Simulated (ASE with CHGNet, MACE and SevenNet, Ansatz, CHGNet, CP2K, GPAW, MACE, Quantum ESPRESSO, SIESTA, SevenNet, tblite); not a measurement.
# Liquid methanol at 300 K (108 atoms) in machine-learned potentials

Wanted: machine-learned potentials inputs and outputs for liquid methanol at 300 K (108 atoms), checked against a plane-wave reference.

Calculated with ASE with CHGNet, MACE and SevenNet; the method is named at each step.

### Step 1. The structure

The cell holds 108 atoms: 18 C, 18 O and 72 H. Cell: a = 10.663 Å, b = 10.663 Å, c = 10.663 Å, α = 90.0°, β = 90.0°, γ = 90.0°. 18 methanol placed at random, at 0.79 g/cm³; overlaps pushed apart, then 10 ps at 450 K with MMFF94 bonds, angles, torsions, charges and radii (Halgren, J. Comput. Chem. 17, 490 (1996)) in harmonic and 12-6 forms. Snapshot after 20 ps at 300 K and fixed volume. Then every atom was moved at random, 0.02 Å r.m.s. a Cartesian component (hydrogen 0.6 of that).

The yardstick, on the same geometry:

| Item | Value |
| --- | --- |
| method | Kohn-Sham DFT, PBE, PAW, plane waves (Ansatz 0.2.0); cutoff 420 eV, Γ point, fermi-dirac smearing of 0.05 eV; PAW set soft_2 |
| r.m.s. force component | 1.155 eV/Å |
| longest force | 5.025 eV/Å |
| pressure | 2.332 GPa |
| gap (highest filled to lowest empty level) | 4.195 eV |
| SCF cycles | 10 |
| time | 5.3 s on 8 threads of Arm Neoverse V2, shared host |
| CPU time | 37 s |

### Step 2. CHGNet 0.3.0 potential

Method: machine-learned interatomic potential CHGNet 0.3.0, trained on PBE(+U) plane-wave data.

Contents of run.py:

```python
import numpy as np
from ase.io import read
import mlip  # loads the published weights by name

atoms = read("structure.xyz")
atoms.calc = mlip.calc("chgnet-0.3.0")
energy = atoms.get_potential_energy()
forces = atoms.get_forces()
print(f"energy {energy:.6f} eV")
print("forces (eV/A)")
for i, (a, f) in enumerate(zip(atoms, forces)):
    print(f"{i:4d} {a.symbol:2s} {f[0]:10.5f} {f[1]:10.5f} {f[2]:10.5f}")
stress = -atoms.get_stress(voigt=False) * 160.21766
print("stress (GPa, compression positive)")
for row in stress:
    print(" ".join(f"{x:10.4f}" for x in row))
```

Contents of structure.xyz:

```xyz
108
Lattice="10.66280 0.00000 0.00000 0.00000 10.66280 0.00000 0.00000 0.00000 10.66280" Properties=species:S:1:pos:R:3 pbc="T T T"
C 3.95718 1.56860 6.14209
O 3.92338 0.26550 6.66222
H 4.98134 1.86450 6.06020
H 3.34577 1.52190 5.23373
H 3.41657 2.16284 6.88806
H 4.08780 10.27905 5.94057
C 2.06059 7.67338 6.45697
O 1.86407 8.17304 5.11079
H 2.85347 6.98691 6.49599
H 2.42237 8.56916 6.94031
H 1.20660 7.30455 6.94351
H 2.76294 8.56447 4.82694
C 5.92958 4.56304 8.26100
O 4.95458 4.84048 7.32161
H 6.92432 4.76808 7.81199
H 5.79683 5.28331 9.11883
H 6.02608 3.48876 8.58846
H 4.23772 5.13702 7.83726
C 2.58157 1.46368 2.12979
O 3.89725 1.92432 2.05376
H 2.53604 0.91871 3.13049
H 1.92965 2.40787 2.19451
H 2.41374 0.80525 1.24893
H 4.46793 1.15499 1.89179
C 8.03751 8.84330 1.20703
O 8.40474 10.15994 1.63002
H 7.00471 8.81675 0.94995
H 8.55530 8.59454 0.26113
H 8.29161 8.15022 2.01698
H 8.09381 10.36541 2.59074
C 5.55745 8.71663 5.57814
O 4.38369 9.06381 4.85904
H 5.80131 7.62593 5.28598
H 6.32144 9.43754 5.32873
H 5.40860 8.70895 6.66286
H 4.70667 8.81152 3.93596
C 9.53681 2.28600 7.03382
O 8.79937 1.18346 7.15666
H 9.39233 2.71112 5.95229
H 9.06285 3.02013 7.73981
H 10.61311 2.22629 7.32577
H 9.12330 0.66973 7.90487
C 4.16276 7.57347 1.66745
O 5.01855 8.53451 2.13427
H 3.78625 7.81871 0.63593
H 4.72575 6.65401 1.60528
H 3.34524 7.42685 2.40990
H 5.33225 9.00761 1.36079
C 5.49283 5.03124 3.68730
O 6.23454 4.67564 4.80210
H 5.04116 5.98620 3.81526
H 6.28210 5.00437 2.86520
H 4.81991 4.17790 3.51105
H 5.62569 4.68374 5.53986
C 1.63855 0.17274 9.09462
O 2.90220 0.71036 9.15881
[... 48 atom lines left out ...]
H 0.16623 10.13808 2.82863
H 1.83070 9.35650 2.44509
H 0.38194 9.31481 1.47562
H 0.60362 8.00499 3.96166
```

Launch:

```bash
> OMP_NUM_THREADS=1 python run.py > output.txt
```

The program printed:

```text
CHGNet v0.3.0 initialized with 412,525 parameters
CHGNet will run on cpu
energy -558.057861 eV
forces (eV/A)
   0 C    -1.34333   -0.23760    0.19177
   1 O     0.07082   -1.12725    1.15256
   2 H     0.83074    0.81697   -0.53686
   3 H     0.30698    0.78979   -0.55643
   4 H     0.13277    0.60031   -0.10285
   5 H    -0.16153    0.02793   -0.05409
   6 C     0.75896    2.19913   -1.13430
   7 O     0.05380   -0.35126   -0.44812
   8 H     1.19318   -1.41024   -0.02854
   9 H     0.15410    0.33404    1.13573
  10 H    -1.62013   -0.53710    0.35842
  11 H    -0.82922   -0.48823    0.45036
  12 C     2.13037    0.06717    1.28452
  13 O     1.24944   -0.88391   -2.25605
  14 H    -0.16485    0.08361    0.06483
  15 H     0.34106   -0.66714   -0.07592
  16 H    -0.57878    0.60669   -0.16107
  17 H    -2.94511    0.72513    1.01308
  18 C    -0.66467    0.26351    1.13342
  19 O     1.39998    0.80207   -0.10477
  20 H    -0.74257    0.16034   -0.94194
  21 H     0.39106   -1.28119   -0.24643
  22 H    -0.66865    0.17643    0.39631
  23 H     0.36178   -0.03307   -0.27486
[...]
100 H     1.06482   -1.53755    1.43709
 101 H     0.82392   -0.72038   -0.11126
 102 C     0.23296    1.54330    0.71166
 103 O     0.53394   -0.66424    1.16500
 104 H     0.53845   -0.14544    0.51341
 105 H    -0.72904   -0.35586    0.41498
 106 H    -0.42208   -0.39362   -2.12766
 107 H    -0.12249    0.02360   -0.79224
stress (GPa, compression positive)
    3.3912     0.4506     1.9025
    0.4506     2.4005    -0.9350
    1.9025    -0.9350     1.8823
```

Wall time 5.9 s (1 thread of Arm Neoverse V2, shared host); peak memory 1.7 GiB.

Banners, paths, timers and routine set-up lines are dropped from the logs unmarked, and long logs keep their key lines alone; longer cuts are marked.

Numbers from this run, and their distance from the reference:

- r.m.s. force component: 1.15 eV/Å
- r.m.s. difference of force components: 148.7 meV/Å
- longest difference of force vectors: 598.5 meV/Å
- force difference over r.m.s. force: 12.87 %
- slope of forces against the reference's: 0.9871
- correlation of force components: 0.9917
- pressure: 2.558 GPa
- pressure difference: 0.2262 GPa

Length of the force difference by element (eV/Å):

| element | atoms | mean | most |
| --- | --- | --- | --- |
| C | 18 | 0.32 | 0.46 |
| H | 72 | 0.19 | 0.60 |
| O | 18 | 0.25 | 0.55 |

Local excerpt of 12 atoms (numbers count through the whole input) about C19, picked at random; x, y, z are measured from there.

| atom | x | y | z | distance (Å) | bonds | Fx | Fy | Fz (eV/Å) |
| --- | --- | --- | --- | --- | --- | --- | --- | --- |
| C19 | 0.00 | 0.00 | 0.00 | 0.00 | 4 | -0.66 | 0.26 | 1.13 |
| H23 | -0.17 | -0.66 | -0.88 | 1.11 | 1 | -0.67 | 0.18 | 0.40 |
| H21 | -0.05 | -0.54 | 1.00 | 1.14 | 1 | -0.74 | 0.16 | -0.94 |
| H22 | -0.65 | 0.94 | 0.06 | 1.15 | 1 | 0.39 | -1.28 | -0.25 |
| O20 | 1.32 | 0.46 | -0.08 | 1.40 | 2 | 1.40 | 0.80 | -0.10 |
| H24 | 1.89 | -0.31 | -0.24 | 1.93 | 1 | 0.36 | -0.03 | -0.27 |
| H106 | -0.75 | -2.77 | 0.32 | 2.89 | 1 | -0.73 | -0.36 | 0.41 |
| H88 | -0.36 | 1.89 | -2.33 | 3.02 | 1 | 0.05 | -0.45 | -0.07 |
| H4 | 0.76 | 0.06 | 3.10 | 3.20 | 1 | 0.31 | 0.79 | -0.56 |
| H105 | -2.42 | -1.99 | 0.70 | 3.21 | 1 | 0.54 | -0.15 | 0.51 |
| H57 | -1.50 | -1.02 | -2.70 | 3.25 | 1 | 0.70 | -0.39 | -1.59 |
| H78 | 1.58 | -1.21 | -2.63 | 3.30 | 1 | -3.53 | 0.70 | -1.86 |

Atoms are counted from 1 here, from 0 in the log.

Forces lie 13 % from the reference's, at 0.12 times its CPU time (on 1 against 8 cores).

### Step 3. MACE MP-0b2 small potential

Method: machine-learned interatomic potential MACE MP-0b2 small, trained on PBE(+U) plane-wave data.

run.py, as its differences from that of step 2:

```diff
@@ -5,3 +5,3 @@
 atoms = read("structure.xyz")
-atoms.calc = mlip.calc("chgnet-0.3.0")
+atoms.calc = mlip.calc("mace-mp-0b2-small")
 energy = atoms.get_potential_energy()
```

structure.xyz is that of step 2.

The program printed:

```text
energy -544.429349 eV
forces (eV/A)
   0 C    -1.42289   -0.08611    0.09058
   1 O     0.02235   -1.01449    1.11216
   2 H     0.77352    0.73226   -0.52793
   3 H     0.38431    0.70859   -0.47119
   4 H     0.17996    0.48667   -0.10181
   5 H    -0.19605    0.09759   -0.06592
   6 C     0.72539    2.30298   -1.16735
   7 O     0.28748   -0.34929   -0.35653
   8 H     1.16787   -1.43871   -0.06348
   9 H     0.08863    0.32297    1.12672
  10 H    -1.50771   -0.46940    0.24717
  11 H    -1.04534   -0.62235    0.57034
  12 C     2.19171    0.09292    1.23914
  13 O     1.18810   -0.85071   -2.39397
  14 H    -0.20442    0.13899    0.10611
  15 H     0.35015   -0.84795   -0.14828
  16 H    -0.58302    0.65586   -0.03076
  17 H    -2.91469    0.70822    1.05580
  18 C    -0.57854    0.25857    1.18611
  19 O     1.27822    0.97129   -0.01834
  20 H    -0.71736    0.16832   -1.02109
  21 H     0.50121   -1.34837   -0.29487
  22 H    -0.67882    0.23024    0.44938
  23 H     0.27020   -0.09598   -0.31935
[...]
100 H     1.00218   -1.43326    1.33486
 101 H     0.87702   -0.76883   -0.11264
 102 C     0.13745    1.33109    0.76008
 103 O     0.61765   -0.56029    1.25816
 104 H     0.72745   -0.07241    0.60567
 105 H    -0.85717   -0.27802    0.42273
 106 H    -0.33121   -0.44098   -2.21809
 107 H    -0.23923   -0.02375   -0.90148
stress (GPa, compression positive)
    3.3793     0.5299     1.9703
    0.5299     2.2989    -0.9168
    1.9703    -0.9168     1.4764
```

Wall time 7.8 s (1 thread); peak memory 0.68 GiB.

Against the reference:

- r.m.s. force component: 1.172 eV/Å
- r.m.s. difference of force components: 118 meV/Å
- longest difference of force vectors: 523.8 meV/Å
- force difference over r.m.s. force: 10.21 %
- slope of forces against the reference's: 1.009
- correlation of force components: 0.995
- pressure: 2.385 GPa
- pressure difference: 0.0531 GPa

Against the first run (13 %), the force difference from the reference is 10 %, at 1.4 times the CPU time.

### Step 4. SevenNet l3i5 potential

Method: machine-learned interatomic potential SevenNet l3i5, trained on PBE(+U) plane-wave data.

run.py, as its differences from that of step 3:

```diff
@@ -5,3 +5,3 @@
 atoms = read("structure.xyz")
-atoms.calc = mlip.calc("mace-mp-0b2-small")
+atoms.calc = mlip.calc("7net-l3i5")
 energy = atoms.get_potential_energy()
```

structure.xyz is that of step 3.

The program printed:

```text
energy -542.906738 eV
forces (eV/A)
   0 C    -1.44703   -0.03126    0.20893
   1 O     0.01958   -1.21910    1.02089
   2 H     0.78858    0.77619   -0.55905
   3 H     0.36767    0.74678   -0.52292
   4 H     0.19110    0.57834   -0.16705
   5 H    -0.20203    0.02585    0.00137
   6 C     0.88677    2.43121   -1.14332
   7 O     0.23815   -0.38672   -0.50922
   8 H     1.18549   -1.51379   -0.03354
   9 H     0.09748    0.32039    1.20180
  10 H    -1.54510   -0.51714    0.30511
  11 H    -1.16071   -0.59567    0.60827
  12 C     2.11798    0.11759    1.11101
  13 O     1.10437   -0.71450   -2.31571
  14 H    -0.14800    0.11996    0.15437
  15 H     0.37460   -0.82436   -0.13685
  16 H    -0.56034    0.57524    0.01258
  17 H    -2.93440    0.60818    1.02484
  18 C    -0.50432    0.20815    1.27779
  19 O     1.54819    1.04080   -0.12799
  20 H    -0.84061    0.14523   -0.96265
  21 H     0.40818   -1.38704   -0.32177
  22 H    -0.75519    0.21135    0.41845
  23 H     0.23506   -0.03727   -0.30930
[...]
100 H     0.98037   -1.39990    1.30623
 101 H     0.87527   -0.82358   -0.08721
 102 C     0.09870    1.45875    0.75371
 103 O     0.51305   -0.68235    1.22981
 104 H     0.76562   -0.03838    0.63815
 105 H    -0.77553   -0.22962    0.45330
 106 H    -0.39146   -0.53833   -2.21279
 107 H    -0.20097    0.02471   -1.01238
stress (GPa, compression positive)
    3.3721     0.5473     2.0524
    0.5473     2.2810    -0.9921
    2.0524    -0.9921     1.4558
```

Run time: 12 s. Hardware: 1 thread; peak memory 2 GiB.

Compared with the plane-wave run:

```yaml
r_m_s_force_component: 1.174 eV/Å
r_m_s_difference_of_force_components: 101.2 meV/Å
longest_difference_of_force_vectors: 448.6 meV/Å
force_difference_over_r_m_s_force: 8.762 %
slope_of_forces_against_the_reference_s: 1.012
correlation_of_force_components: 0.9963
pressure: 2.37 GPa
pressure_difference: 0.0378 GPa
```

Against the first run (13 %), the force difference from the reference is 8.8 %, at 2.5 times the CPU time.

### Step 5. The ladder

Differences are against the plane-wave reference, forces as r.m.s. over components; share is that over the reference's r.m.s. force, slope the least-squares factor from reference forces to these. Total energies of different programs have different zeros and aren't compared.

| run | Δ force, r.m.s. (meV/Å) | share (%) | slope | Δ pressure (GPa) | cores | CPU time | memory (GiB) |
| --- | --- | --- | --- | --- | --- | --- | --- |
| reference | - | - | - | - | 8 | 37 s | 1.2 |
| CHGNet 0.3.0 potential | 149 | 12.9 | 0.987 | 0.226 | 1 | 4.4 s | 1.7 |
| MACE MP-0b2 small potential | 118 | 10.2 | 1.009 | 0.0531 | 1 | 6.3 s | 0.68 |
| SevenNet l3i5 potential | 101 | 8.76 | 1.012 | 0.0378 | 1 | 11 s | 2.0 |

Times of the machine-learned potentials are mostly Python's start and the loading of weights.

CPU time is summed over cores on a shared host, where runs went side by side, so it is rough. Symmetry, cutoffs, thresholds, outputs and thread counts weren't matched or tuned between programs; memory under MPI is the largest rank's times the ranks.

### Step 6. Outcome

```yaml
nearest_in_forces: SevenNet l3i5 potential, 8.8 %
its_cpu_time: 11 s
```

**Reading.** Machine-learned potentials differ by 8.8 % (SevenNet l3i5 potential) to 13 % (CHGNet 0.3.0 potential); they were trained on other programs' data. Machine-learned potentials mimic data converged in k, so the reference's own k-point error enters their differences. The network of contacts between molecules at the start is that of the classical potential that made the cell, and needn't be the one that DFT or experiment would give. The reference's PBE has no dispersion term, which matters for the binding between molecules or layers. The electronic-structure runs sample only Γ, in a cell whose shortest periodic width is 11 Å.

[Also dropped from logs without a mark: logging warnings of Python, and SIESTA's first energy breakdown and zero terms.]

[Logs are printed without paths, hosts, clocks, repeated set-up lines and the standing remarks that a program may print on its own settings, such as how far it seeks lower states.]

[Hosts, paths, dates, database ids (printed as entryN), source tags and the programs' standing remarks are cut or masked in the printed files.]

[The MMFF94 radii named for the starting cell were scaled by 0.96; in molecules described by MMFF94, hydrogen bound to N, O or S took a small fixed 12-6 site in their place.]
